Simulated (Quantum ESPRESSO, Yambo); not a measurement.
**WS2 (Tungstenite): G0W0 in Yambo against the screening cutoff**

How does the gap of WS2 (Tungstenite) converge in the screening cutoff?

Main program and level: Yambo 5.3.0; PBE and many-body steps on it, plane waves.

This is a report of a sequence of runs, with most program output left out.

### 1. The structure

The structure is hexagonal, space group P6_3/mmc (No. 194). Conventional cell: a = 3.153 Å, b = 3.153 Å, c = 12.323 Å, α = 90.00°, β = 90.00°, γ = 120.00°. Nearest to W lie 6 S at 2.40 Å. S has 3 W at 2.40 Å nearest. Farther neighbours and most contacts between anions are not listed.

As a file:

```
W S
1.0
     3.15320    0.00000    0.00000
    -1.57660    2.73075    0.00000
     0.00000    0.00000   12.32300
W S
2 4
Direct
  0.33333 0.66667 0.25000
  0.66667 0.33333 0.75000
  0.33333 0.66667 0.62250
  0.66667 0.33333 0.12250
  0.33333 0.66667 0.87750
  0.66667 0.33333 0.37750
```

The cell and positions come from the Crystallography Open Database and are kept as given unless a step says otherwise. Spin-orbit coupling is left out unless a step names it.

### 2. 2 Ha

This step: Yambo 5.3.0; G0W0 on PBE, plane waves, norm-conserving pseudopotentials.

Now the one-shot GW correction: screening in the RPA, then the self-energy of the levels asked for.

gw7.in reads:

```
HF_and_locXC
gw0
dyson
ppa
em1d
rim_cut
RandQpts= 1000000
RandGvec= 1 RL
EXXRLvcs= 62 Ry
VXCRLvcs= 248 Ry
Chimod= "HARTREE"
% BndsRnXp
 1 | 137 |
%
NGsBlkXp= 4 Ry
% LongDrXp
 1 | 1 | 1 |
%
% GbndRnge
 1 | 137 |
%
DysSolver= "n"
ExtendOut
PPAPntXp= 27.21138 eV
% QPkrange
 1 | 1 | 25 | 28 |
 9 | 9 | 25 | 28 |
 13 | 13 | 25 | 28 |
%
```

Started as:

```sh
> OMP_NUM_THREADS=2 mpirun -n 4 yambo -F gw7.in -J gw7 -C gw7 > gw7.log
```

The job ended after 2.6 min (4 MPI ranks of Arm Neoverse V2, shared host; peak memory 2.9 GiB).

Numbers from this step:

* G0W0 gap on the points computed: 1.234 eV
* starting gap on the mesh: 0.9806 eV
* k of the valence top: 0, 0, 0
* k of the conduction bottom: 0.1667, 0.1667, 0
* least direct G0W0 gap on the computed points: 2.505 eV
* Z at the valence top: 0.8003
* Z at the conduction bottom: 0.8069

The gap on the mesh goes from 0.98 eV to 1.23 eV, a correction of +0.25 eV.

### 3. 3 Ha

gw8.in, as its differences from gw7.in of step 2:

```diff
@@ -14,3 +14,3 @@
 %
-NGsBlkXp= 4 Ry
+NGsBlkXp= 6 Ry
 % LongDrXp
```

Started as:

```sh
> OMP_NUM_THREADS=2 mpirun -n 4 yambo -F gw8.in -J gw8 -C gw8 > gw8.log
```

The job ended after 3 min (4 MPI ranks; peak memory 2.9 GiB).

Numbers from this step:

```yaml
g0w0_gap_on_the_points_computed: 1.312 eV
starting_gap_on_the_mesh: 0.9806 eV
k_of_the_valence_top: 0, 0, 0
k_of_the_conduction_bottom: 0.1667, 0.1667, 0
least_direct_g0w0_gap_on_the_computed_points: 2.470 eV
z_at_the_valence_top: 0.7958
z_at_the_conduction_bottom: 0.8034
```

Against the run before, the gap moves by +0.078 eV.

### 4. 6 Ha

gw9.in, as its differences from gw8.in of step 3:

```diff
@@ -14,3 +14,3 @@
 %
-NGsBlkXp= 6 Ry
+NGsBlkXp= 12 Ry
 % LongDrXp
```

Started as:

```sh
> OMP_NUM_THREADS=2 mpirun -n 4 yambo -F gw9.in -J gw9 -C gw9 > gw9.log
```

It took 8.3 min on 4 MPI ranks; peak memory 2.9 GiB; 61 min of CPU time.

This step gave:

```
G0W0 gap on the points computed              : 1.361 eV
starting gap on the mesh                     : 0.9806 eV
k of the valence top                         : 0, 0, 0
k of the conduction bottom                   : 0.1667, 0.1667, 0
least direct G0W0 gap on the computed points : 2.518 eV
```

Against the run before, the gap moves by +0.049 eV.

### 5. 7.5 Ha

gw10.in, as its differences from gw9.in of step 4:

```diff
@@ -14,3 +14,3 @@
 %
-NGsBlkXp= 12 Ry
+NGsBlkXp= 15 Ry
 % LongDrXp
```

Started as:

```sh
> OMP_NUM_THREADS=2 mpirun -n 4 yambo -F gw10.in -J gw10 -C gw10 > gw10.log
```

Wall time 13 min (4 MPI ranks); peak memory 3 GiB.

This step gave:

| Item | Value |
| --- | --- |
| G0W0 gap on the points computed | 1.367 eV |
| starting gap on the mesh | 0.9806 eV |
| k of the valence top | 0, 0, 0 |
| k of the conduction bottom | 0.1667, 0.1667, 0 |
| least direct G0W0 gap on the computed points | 2.520 eV |

Against the run before, the gap moves by +0.005 eV.

### 6. The runs together

Times are wall times on 4 MPI ranks of Arm Neoverse V2, shared host, good to a factor of about two.

```csv
run,mesh,bands,screening cutoff (eV),DFT gap (eV),gap on the mesh (eV),direct (eV),time
2 Ha,6×6×2,137,54.4,0.981,1.234,2.505,2.6 min
3 Ha,6×6×2,137,81.6,0.981,1.312,2.470,3 min
6 Ha,6×6×2,137,163.3,0.981,1.361,2.518,8.3 min
7.5 Ha,6×6×2,137,204.1,0.981,1.367,2.520,13 min
```

### 7. Results

```json
{
 "2 Ha": "1.234 eV",
 "3 Ha": "1.312 eV",
 "6 Ha": "1.361 eV",
 "7.5 Ha": "1.367 eV",
 "known limits": "not at the basis limit; no spin-orbit coupling; coarse k mesh"
}
```

What this shows: The setting moved: screening cutoff. From 2 Ha to 7.5 Ha the gap moves by +0.13 eV, for 5.1 times the time. It holds to 0.03 eV from 6 Ha on. Bands and screening cutoff are coupled, so a series along one setting does not show full convergence. Bands and cutoff are finite, so the gap is not at the basis limit. The miss can reach some tenths of an eV and take either sign; the mesh is an error of its own. In the G0W0 runs levels were corrected at 3 k points alone, so a gap called «on the mesh» is the least over those, and an edge elsewhere would be missed. The 6×6×2 mesh is coarse for this cell, which bears on the long-range parts of exchange and screening. The many-body steps are scalar-relativistic: spin-orbit coupling is not in them.

[Paths, hosts, dates, memory and timing lines, banners, echoed tables and standing remarks are left out of the program output.]

[Logs are printed without paths, hosts, clocks, repeated set-up lines and the standing remarks that a program may print on its own settings, such as how far it seeks lower states.]

[Runs of the session that timed out or met a known fault of the program may be left out.]

[Hosts, paths, dates, database ids (printed as entryN), source tags and the programs' standing remarks are cut or masked in the printed files.]
